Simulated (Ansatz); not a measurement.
# How CaO (Lime, Fm-3m) expands on warming

Aim: the lattice, expansion, heat capacity and bulk modulus of CaO (Lime) as it warms.

Experimental results on record:
- heat capacity C_P per formula unit 42.2 J/mol/K and bulk modulus 113 GPa near room temperature (given in “High-Throughput Prediction of Finite-Temperature Properties using the Quasi-Harmonic Approximation”, 2016, arXiv:1603.06924)

Calculated with Ansatz 0.2.0; DFT LDA, scalar-relativistic, plane waves, PAW.

**1. Set-up**

It takes space group Fm-3m (No. 225, cubic). The conventional cell has a = 4.813 Å, b = 4.813 Å, c = 4.813 Å, α = 90.00°, β = 90.00°, γ = 90.00°. Nearest to Ca lie 6 O at 2.41 Å. O has 6 Ca at 2.41 Å nearest. Farther neighbours and most contacts between anions are not listed.

As a file:

```cif
data_structure
_symmetry_space_group_name_H-M 'Fm-3m'
_symmetry_Int_Tables_number 225
_cell_length_a 4.8130
_cell_length_b 4.8130
_cell_length_c 4.8130
_cell_angle_alpha 90.000
_cell_angle_beta 90.000
_cell_angle_gamma 90.000
_cell_volume 111.49
loop_
_atom_site_label
_atom_site_type_symbol
_atom_site_symmetry_multiplicity
_atom_site_Wyckoff_symbol
_atom_site_fract_x
_atom_site_fract_y
_atom_site_fract_z
_atom_site_occupancy
Ca1 Ca 4 a 0.00000 0.00000 0.00000 1
O1 O 4 b 0.50000 0.00000 0.00000 1
```

**2. Probe on a coarse mesh**

A cheap single point shows whether the cell is a metal or an insulator and how far it is from rest; that sets the k-mesh and the occupations of what follows.

Contents of input.yaml:

```yaml
crystal:
  lattice:
    - [0.0, 2.4065, 2.4065]
    - [2.4065, 0.0, 2.4065]
    - [2.4065, 2.4065, 0.0]
  atoms:
    - { symbol: Ca, position: [0.0, 0.0, 0.0] }
    - { symbol: O, position: [0.5, 0.5, 0.5] }
kpoints:
  mp_grid: { grid: [6, 6, 6] }
hamiltonian:
  xc: lda
scf:
  occupations: { method: gaussian, width: 0.1 }
output:
  forces: true
  stress: true
  eigenvalues: true
```

Started as:

```bash
$ ansatz run input.yaml --threads 8 --pin off --max-ram 16384MiB --backend cpu --events-out ev --progress --plain --runs-dir out
```

Numbers of over 12 decimals in the logs are rounded to 6 here.

What it wrote:

```text
Engine: ansatz 0.2.0, x86_64-unknown-linux-gnu
Pseudopotentials: kind: paw
Pseudopotential: Ca, paw, valence charge 10, recommended cutoff 420 eV (normal), Ca.paw.azcp
Pseudopotential: O, paw, valence charge 6, recommended cutoff 420 eV (normal), O.paw.azcp
Functional definition: SPW92
  exchange = slater_x
  correlation = pw_c
Crystal: 2 atoms, lattice volume = 27.873 Å³
Basis set: ecut = 420 eV, 537 PW (Γ)
Bands: 12, of which v1, the nominal top of the filled ones, is band 8 counted from 1 (7 counted from 0)
Symmetry: 48 space group operations
Space group: Fm-3m (ITA 225), of the structure as read, at distance tolerance 3.0e-5 Å
k-points: 16 of 216
Non-local potential: Ca, projectors of the file, l = 0: 3, l = 1: 2, l = 2: 2
Non-local potential: O, projectors of the file, l = 0: 2, l = 1: 2, l = 2: 1
PAW form: soft (Blöchl's): semilocal exchange-correlation on the pseudo side does not see the compensation charge
PAW frozen core: Ca, regenerated for the run's functional, and the local potential with it (the file was generated under x = pbe(κ = 0.804, μ = 0.219515), c = pbe(β = 0.066725))
PAW frozen core: O, regenerated for the run's functional, and the local potential with it (the file was generated under x = pbe(κ = 0.804, μ = 0.219515), c = pbe(β = 0.066725))
PAW one-centre angular grid: Ca, 110 points (default); XC on 64 Gauss nodes
PAW one-centre angular grid: O, 110 points (default); XC on 64 Gauss nodes
Initial density: superposition of atomic densities (neutral atoms: chi_scale 0, normalization atom), corrected by the library's trained network
Initial wavefunctions: pseudopotential atomic-orbital guess
Functional: x = slater, c = lda
SCF iter   1: F=—  HF=-2331.614838 eV  |F-HF|=—  |Δ(HF+E_count)|=         —  Δρ=1.60e-2  dr2=6.97e-2  ethr=1.77e-3  ⟨swp⟩=6.8  Hψ=1305  notcnv=0
preconditioner: auto → none  [insulator: Δε(μ)=3.229 eV  Ē_g=17.769 eV  σ=0.100 eV  W_gap=1.00  n_scr=8 (ndim 8)  ℏωp=26.3 eV  f_vac=0.000  D(μ)=0.00/eV (n_scr^D=0)  ε∞_Penn≈3.2]
SCF iter   2: F=—  HF=-2331.596520 eV  |F-HF|=—  |Δ(HF+E_count)|=   1.83e-2  Δρ=3.68e-3  dr2=3.18e-3  ethr=4.36e-4  ⟨swp⟩=1.9  Hψ=349  notcnv=0
SCF iter   3: F=—  HF=-2331.595686 eV  |F-HF|=—  |Δ(HF+E_count)|=   8.33e-4  Δρ=1.09e-3  dr2=1.24e-4  ethr=1.99e-5  ⟨swp⟩=2.5  Hψ=289  notcnv=0
SCF iter   4: F=—  HF=-2331.595644 eV  |F-HF|=—  |Δ(HF+E_count)|=   4.29e-5  Δρ=1.37e-4  dr2=3.88e-6  ethr=7.74e-7  ⟨swp⟩=1.9  Hψ=252  notcnv=0
SCF iter   5: F=—  HF=-2331.595645 eV  |F-HF|=—  |Δ(HF+E_count)|=   1.48e-6  Δρ=1.89e-5  dr2=3.63e-8  ethr=2.42e-8  ⟨swp⟩=2.4  Hψ=326  notcnv=0
SCF iter   6: F=-2331.595645 eV  HF=-2331.595645 eV  |F-HF|=5.57e-9  |Δ(HF+E_count)|=   4.62e-9  Δρ=5.32e-6  dr2=6.28e-9  ethr=2.27e-10  ⟨swp⟩=2.0  Hψ=630  notcnv=0
SCF 1 converged in 6 iterations: F = -2331.595645 eV  dr2 = 6.28e-9
  greatest PAW one-centre occupation: 0.996 electrons in one spin orbital (limit 2), on the Ca atom at site 0 (counted from 0), in its partial waves of l = 0
SCF converged after 6 iterations
Free energy (F): -2331.595645 eV
Harris-Foulkes:  -2331.595645 eV  (|F-HF|=5.57e-9)
Internal energy: -2331.595645 eV  (E = F + TS)
E sigma→0 (E₀):  -2331.595645 eV
Fermi energy:    8.983737 eV
--- Per-component energies (eV) ---
  E_band       = -105.269771
  E_kinetic    = 453.449864
  E_local      = -894.814328  (includes V_loc(G=0)·N_el)
  E_nonlocal   = 116.720892
  E_hartree    = 293.695614
  E_xc         = -209.512001
  E_vxc        = -265.596607  (∫ρ·V_xc dr)
  E_paw        = -963.138357  (= ΣΔE_a)
  E_vpaw       = -102.421865  (= ΣTr[D̂ρ^β])
  E_aug_tail   = 0.002480  (compensation charges beyond the density's cutoff)
  E_ewald      = -1128.379897
  E_core_change = 0.380087  (= ΣΔE_core)
  E_smearing   = -0.000000  (= −TS)
  E_closure    = -0.000000  (closes the sum)
  Σ components = -2331.595645   (vs F -2331.595645, Δ=0.00e0)
--- Forces (eV/Å), atoms counted from 1 ---
  atom   1  Ca    -0.00000000     0.00000000     0.00000000
  atom   2  O      0.00000000    -0.00000000    -0.00000000
  max |Σ_I F_I| component: 1.88e-29 eV/Å
--- Stress (GPa, compression-positive) ---
       -7.385764      -0.000000       0.000000
       -0.000000      -7.385764       0.000000
       -0.000000       0.000000      -7.385764
  P = ⅓ Tr σ = -7.3858 GPa (-73.858 kbar)
--- Band table (eV; the first three rows and the last of 16) ---
  k-point 0: bands = [... 4 lower, -7.9608, 7.2399, 7.2399, 7.2399, 11.7717, 13.3572, 13.3572, 13.3572]
  k-point 1: bands = [... 4 lower, -7.5914, 6.3604, 6.8873, 6.8873, 12.8814, 13.3281, 13.8216, 13.8216]
  k-point 2: bands = [... 4 lower, -6.9973, 5.0828, 6.2903, 6.2903, 13.6539, 14.7892, 14.8929, 14.8929]
  k-point 15: bands = [... 4 lower, -7.4142, 6.0136, 6.1551, 6.4177, 12.1308, 14.8025, 15.5357, 16.7556]
```

Wall time 0.23 s (8 threads of AMD EPYC 7R43, shared host); peak memory 0.31 GiB; 0.66 s of CPU time.

The column dr2 measures how far the density is from self-consistency, as an energy; F and HF (Harris–Foulkes) agree once it is small.

A gap read on the k-mesh alone can miss the band edges.

Numbers from this step:

| Quantity | Value |
| --- | --- |
| pressure | -7.386 GPa |
| gap on the k-mesh | 3.488 eV |
| volume per atom | 13.94 Å³/atom |

The start is under -7.4 GPa at this level and looks like an insulator or semiconductor on this mesh.

**3. Finding the static equilibrium**

The vibrations must be taken about the equilibrium of this functional, not about the starting cell, so the structure is relaxed.

input.yaml, the sections that differ from step 2:

```yaml
kpoints:
  mp_grid: { grid: [8, 8, 8] }
scf:
  occupations: { method: gaussian, width: 0.02 }
output:
  forces: true
  stress: true
  eigenvalues: true
  write_density: true
  write_potential: true
  elf: true
  volumetric_format: npy
relax:
  adjacent_minimum: "off"
  f_tol: 0.005
  max_steps: 80
  cell: { stress_tol: 0.05 }
# crystal, hamiltonian: as in step 2
```

What it wrote:

```text
[...]
Crystal: 2 atoms, lattice volume = 27.873 Å³
Basis set: ecut = 420 eV, 537 PW (Γ)
Bands: 12, of which v1, the nominal top of the filled ones, is band 8 counted from 1 (7 counted from 0)
Symmetry: 48 space group operations
[...]
k-points: 29 of 512
[...]
SCF iter   1: F=—  HF=-2331.615303 eV  |F-HF|=—  |Δ(HF+E_count)|=         —  Δρ=1.62e-2  dr2=7.15e-2  ethr=1.77e-3  ⟨swp⟩=7.3  Hψ=2437  notcnv=0
[...]
SCF iter   6: F=-2331.596076 eV  HF=-2331.596076 eV  |F-HF|=1.62e-9  |Δ(HF+E_count)|=   6.24e-9  Δρ=2.89e-6  dr2=1.98e-9  ethr=1.35e-10  ⟨swp⟩=5.0  Hψ=1722  notcnv=0
SCF 1 converged in 6 iterations: F = -2331.596076 eV  dr2 = 1.98e-9
[...]
relax step   1: F+E_penalty+E_count = -2331.59607551 eV  Δ(F+E_penalty+E_count) = +0.000e0 eV  max|allowed force component| = 8.441e-29 eV/Å  Δτ_max = 0.0000 Å  P = -7.385 GPa  Ω = 27.873 Å³  (6 SCF iters, dr2 threshold 1.00e-7 eV, accepted)
Crystal: 2 atoms, lattice volume = 25.721 Å³
Basis set: ecut = 420 eV, 531 PW (Γ)
[...]
iter 1 solved again at ethr=2.03e-5 eV; its pass at ethr=3.10e-3 eV (dr2=3.25e-3 eV) is discarded
[...]
SCF iter   6: F=-2331.643220 eV  HF=-2331.643220 eV  |F-HF|=2.16e-10  |Δ(HF+E_count)|=   8.16e-8  Δρ=3.57e-6  dr2=1.04e-9  ethr=1.15e-9  ⟨swp⟩=5.2  Hψ=1882  notcnv=0
SCF 2 converged in 6 iterations: F = -2331.643220 eV  dr2 = 1.04e-9
relax step   2: F+E_penalty+E_count = -2331.64321976 eV  Δ(F+E_penalty+E_count) = -4.714e-2 eV  max|allowed force component| = 7.494e-30 eV/Å  Δτ_max = 0.0000 Å  P = +2.245 GPa  Ω = 25.721 Å³  energy of the carried Pulay correction = +8.206e-3 eV  (6 SCF iters, dr2 threshold 2.00e-7 eV, accepted)
Crystal: 2 atoms, lattice volume = 26.192 Å³
[...]
SCF iter   5: F=-2331.644296 eV  HF=-2331.644296 eV  |F-HF|=9.50e-10  |Δ(HF+E_count)|=   2.00e-7  Δρ=9.06e-6  dr2=7.28e-9  ethr=1.25e-9  ⟨swp⟩=8.0  Hψ=2367  notcnv=0
SCF 3 converged in 5 iterations: F = -2331.644296 eV  dr2 = 7.28e-9
relax step   3: F+E_penalty+E_count = -2331.64429595 eV  Δ(F+E_penalty+E_count) = -1.076e-3 eV  max|allowed force component| = 8.316e-30 eV/Å  Δτ_max = 0.0000 Å  P = -0.217 GPa  Ω = 26.192 Å³  energy of the carried Pulay correction = +6.352e-3 eV  (5 SCF iters, dr2 threshold 2.00e-7 eV, accepted)
[...]
relax step   4: F+E_penalty+E_count = -2331.64449013 eV  Δ(F+E_penalty+E_count) = -1.942e-4 eV  max|allowed force component| = 6.771e-30 eV/Å  Δτ_max = 0.0000 Å  P = -0.005 GPa  Ω = 26.150 Å³  energy of the carried Pulay correction = +6.517e-3 eV  (4 SCF iters, dr2 threshold 1.18e-7 eV, accepted)
[...]
relax step   5: F+E_penalty+E_count = -2331.63953459 eV  Δ(F+E_penalty+E_count) = +4.956e-3 eV  max|allowed force component| = 6.409e-30 eV/Å  Δτ_max = 0.0000 Å  P = -0.317 GPa  Ω = 26.150 Å³  stress off target by 3.17e-1 GPa  SCF on the basis re-selected at this cell (its energy is not comparable with the rows above)  (7 SCF iters)
[...]
relax step   6: F+E_penalty+E_count = -2331.63984682 eV  Δ(F+E_penalty+E_count) = -3.122e-4 eV  max|allowed force component| = 9.269e-30 eV/Å  Δτ_max = 0.0000 Å  P = +0.001 GPa  Ω = 26.087 Å³  energy of the carried Pulay correction = +2.498e-4 eV  (4 SCF iters, dr2 threshold 2.00e-7 eV, accepted)
[...]
SCF iter   1: F=—  HF=-2331.639769 eV  |F-HF|=—  |Δ(HF+E_count)|=         —  Δρ=1.28e-5  dr2=2.25e-8  ethr=2.30e-6  ⟨swp⟩=2.2  Hψ=3254  notcnv=0
eigensolver tolerance schedule: the retry pair's looser diagonalisation over-reported the residual by 16351.58 of it (diagonalisation noise at an unbounded share of the residual, at the tolerance the schedule requests for it); recorded, not acted on — ethr = c·dr2/N_el stays at c = 1.0e-1
[...]
SCF iter   2: F=—  HF=-2331.639767 eV  |F-HF|=—  |Δ(HF+E_count)|=   1.09e-6  Δρ=9.65e-6  dr2=2.21e-8  ethr=1.41e-10  ⟨swp⟩=2.7  Hψ=619  notcnv=0
[...]
SCF iter   5: F=-2331.639767 eV  HF=-2331.639767 eV  |F-HF|=1.50e-11  |Δ(HF+E_count)|=  2.96e-11  Δρ=2.76e-7  dr2=1.66e-11  ethr=1.00e-12  ⟨swp⟩=4.0  Hψ=1560  notcnv=0
SCF 7 converged in 5 iterations: F = -2331.639767 eV  dr2 = 1.66e-11
relax step   7: F+E_penalty+E_count = -2331.63976744 eV  Δ(F+E_penalty+E_count) = +7.938e-5 eV  max|allowed force component| = 7.428e-30 eV/Å  Δτ_max = 0.0000 Å  P = -0.007 GPa  Ω = 26.087 Å³  stress off target by 7.15e-3 GPa  SCF on the basis re-selected at this cell (its energy is not comparable with the rows above)  (5 SCF iters)
[...]
SCF converged after 5 iterations
Free energy (F): -2331.639767 eV
[...]
Internal energy: -2331.639767 eV  (E = F + TS)
E sigma→0 (E₀):  -2331.639767 eV
Fermi energy:    9.720034 eV
[...]
--- Stress (GPa, compression-positive) ---
       -0.007147      -0.000000      -0.000000
       -0.000000      -0.007147      -0.000000
       -0.000000       0.000000      -0.007147
  P = ⅓ Tr σ = -0.0071 GPa (-0.071 kbar)
--- Band table (eV; the first three rows and the last of 29) ---
  k-point 0: bands = [... 4 lower, -7.3324, 7.9948, 7.9948, 7.9948, 13.0830, 14.2648, 14.2648, 14.2648]
  k-point 1: bands = [... 4 lower, -7.0269, 7.4269, 7.7558, 7.7558, 13.7761, 14.2286, 14.5553, 14.5553]
  k-point 2: bands = [... 4 lower, -6.4520, 6.3513, 7.2496, 7.2496, 14.3158, 15.2637, 15.3212, 15.3212]
  k-point 28: bands = [... 4 lower, -6.5536, 6.5878, 6.9273, 6.9273, 14.3827, 14.3827, 16.8154, 17.9650]
--- Relaxed structure (5 steps of the walk, 5 accepted, 2 SCFs on fresh bases) ---
  F+E_penalty+E_count = -2331.63976744 eV   max|allowed force component| = 7.428e-30 eV/Å   (the final SCF, on the basis selected at the relaxed cell)
  cell:  # Å, volume = 26.0869 Å³
    - [0, 2.353951, 2.353951]
    - [2.353951, 0, 2.353951]
    - [2.353951, 2.353951, 0.0]
  atoms:
    - { symbol: Ca, position: [0, 0, 0] }
    - { symbol: O, position: [0.5, 0.5, 0.5] }
```

It took 1.2 s on 8 threads; peak memory 0.35 GiB; 5.5 s of CPU time.

Relaxation path:

```csv
step,energy less that of the first step (eV),largest force component (eV/Å),pressure (GPa),volume (Å³)
1,0.0000,0.0000,-7.38,27.87
2,-0.0471,0.0000,2.25,25.72
3,-0.0482,0.0000,-0.22,26.19
4,-0.0484,0.0000,-0.01,26.15
5*,-0.0435,0.0000,-0.32,26.15
6,-0.0438,0.0000,0.00,26.09
7*,-0.0437,0.0000,-0.01,26.09
```

Relaxation steps marked * repeat the geometry before them on a plane-wave basis chosen anew for their cell, so energy and pressure can jump there.

Forces are held to the 48 operations that the run works with; a distortion that breaks them can't arise in this run.

```csv
"conventional cell, symmetrised",before,after,change
a (Å),4.813,4.708,-2.2 %
b (Å),4.813,4.708,-2.2 %
c (Å),4.813,4.708,-2.2 %
volume (Å³/atom),13.94,13.04,-6.4 %
```

Final coordinates:

```xyz
2
Lattice="0.0000 2.3540 2.3540 2.3540 0.0000 2.3540 2.3540 2.3540 0.0000" Properties=species:S:1:pos:R:3 pbc="T T T"
Ca    0.0000    0.0000    0.0000
O     2.3540    2.3540    2.3540
```

Numbers from this step:

| Property | Result |
| --- | --- |
| pressure | -0.007147 GPa |
| gap on the k-mesh | 3.451 eV |
| volume per atom | 13.04 Å³/atom |

Electrostatic potential energy in the ac plane of the conventional cell at fractional y = 0.000, with atoms of Ca and O within 0.2 Å of it. With pseudopotentials it is smooth inside the atoms' cores, unlike the true potential.

Ten even steps from '_' (-55 eV) to '@' (12 eV), each cell a mean:
```
__::**@@@@##--::++@@@@%%==__
==++%%@@@@@@####%%@@@@@@##==
%%%%@@@@@@@@@@@@@@@@@@@@@@%%
@@@@@@@@@@@@%%%%%%@@@@@@@@@@
##%%@@@@@@##++==**%%@@@@@@##
::++@@@@%%==____::**@@@@##--
..==%%@@##--____..**@@@@**::
==**@@@@%%++::..==##@@@@%%++
@@@@@@@@@@%%##**##%%@@@@@@@@
@@@@@@@@@@@@@@@@@@@@@@@@@@@@
**##%%@@@@@@@@@@@@@@@@@@%%##
..==##@@@@%%++==##@@@@%%++::
__..**@@@@**::..==%%@@##--__
```
Columns run along a (4.7 Å; values clipped at the 3rd and 97th percentile), rows up along c (4.7 Å), edges of the conventional cell, whose origin can differ from the input's. Atoms in or near the plane, at fractional coordinates: Ca at (0.00, 0.00), Ca at (0.50, 0.50), O at (0.50, 0.00), O at (0.00, 0.50).

Valence density in the ac plane of the conventional cell at fractional y = 0.000, with atoms of Ca and O within 0.2 Å of it. It is the smooth field of the valence electrons, not physical close to the nuclei.

Ten even steps from '_' (0.1 e/Å³) to '@' (7.0 e/Å³), each cell a mean:
```
%%++..____::**%%==..____--##
--::________::::..______..::
____________________________
____________________________
::..______..::--..________..
##==..____--##%%++..____::**
@@++..____--%%@@**..____::%%
++::______::++++--..____..==
..__________....____________
____________________________
..____________..__________..
++--______..--==::______::==
@@**..____::%%@@++..____--%%
```
Columns run along a (4.7 Å), rows up along c (4.7 Å), edges of the conventional cell, whose origin can differ from the input's. Atoms in or near the plane, at fractional coordinates: Ca at (0.00, 0.00), Ca at (0.50, 0.50), O at (0.50, 0.00), O at (0.00, 0.50).

ELF in the ac plane of the conventional cell at fractional y = 0.000, with atoms of Ca and O within 0.2 Å of it. It is the smooth field of the valence electrons, not physical close to the nuclei.

Ten even steps from '0' (0.05) to '9' (0.85), each cell a mean:
```
99715976982399
98304899861168
32001344320012
43200123200134
98611689730489
69823999971598
48824999981596
89712899950599
77400366510367
21000112100011
64102677641036
99504998971289
99715964882499
```
Columns run along a (4.7 Å), rows up along c (4.7 Å), edges of the conventional cell, whose origin can differ from the input's. Atoms in or near the plane, at fractional coordinates: Ca at (0.00, 0.00), Ca at (0.50, 0.50), O at (0.50, 0.00), O at (0.00, 0.50).

The relaxation ends with a pressure of -0.01 GPa.

**4. Tight relaxation**

The thresholds are tightened for a last relaxation ahead of the phonons, and where mesh or smearing change with them the cell follows.

Contents of input.yaml:

```yaml
crystal:
  lattice:
    - [0.0, 2.3539509319, 2.3539509319]
    - [2.3539509319, 0.0, 2.3539509319]
    - [2.3539509319, 2.3539509319, 0.0]
  atoms:
    - { symbol: Ca, position: [0.0, 0.0, 0.0] }
    - { symbol: O, position: [0.5, 0.5, 0.5] }
kpoints:
  mp_grid: { grid: [8, 8, 8] }
hamiltonian:
  xc: lda
scf:
  occupations: { method: fixed }
output:
  forces: true
  stress: true
  eigenvalues: true
relax:
  adjacent_minimum: "off"
  f_tol: 0.001
  max_steps: 60
  cell: { stress_tol: 0.01 }
```

What it wrote:

```text
[...]
Crystal: 2 atoms, lattice volume = 26.087 Å³
Basis set: ecut = 420 eV, 531 PW (Γ)
Bands: 12, of which v1, the nominal top of the filled ones, is band 8 counted from 1 (7 counted from 0)
Symmetry: 48 space group operations
[...]
k-points: 29 of 512
[...]
k-point 28: bands = [... 4 lower, -6.5536, 6.5878, 6.9274, 6.9274, 14.3827, 14.3827, 16.8154, 17.9650]
--- Relaxed structure (1 steps of the walk, 1 accepted, 1 SCFs on fresh bases) ---
[...]
cell:  # Å, volume = 26.0869 Å³
    - [0.0, 2.3539509319, 2.3539509319]
    - [2.3539509319, 0.0, 2.3539509319]
    - [2.3539509319, 2.3539509319, 0.0]
  atoms:
    - { symbol: Ca, position: [0.0, 0.0, 0.0] }
    - { symbol: O, position: [0.5, 0.5, 0.5] }
[key lines of the parts left out:]
SCF converged after 6 iterations
Free energy (F): -2331.639767 eV
Fermi energy:    7.994775 eV
P = ⅓ Tr σ = -0.0071 GPa (-0.071 kbar)
```

Wall time 0.42 s (8 threads); peak memory 0.31 GiB; 1.6 s of CPU time.

Little changed from the start: no atom moved by 0.005 Å and no cell edge by 0.1 %.

Numbers from this step:

```
pressure : -0.007131 GPa
```

The residual pressure is -0.0071 GPa, small enough for phonons.

[end of part 1 of 3]

[Logs are printed without paths, hosts, clocks, repeated set-up lines and the standing remarks that a program may print on its own settings, such as how far it seeks lower states.]

[Hosts, paths, dates, database ids (printed as entryN), source tags and the programs' standing remarks are cut or masked in the printed files.]

[A step with changed settings may run another functional than the one named; its input shows which.]
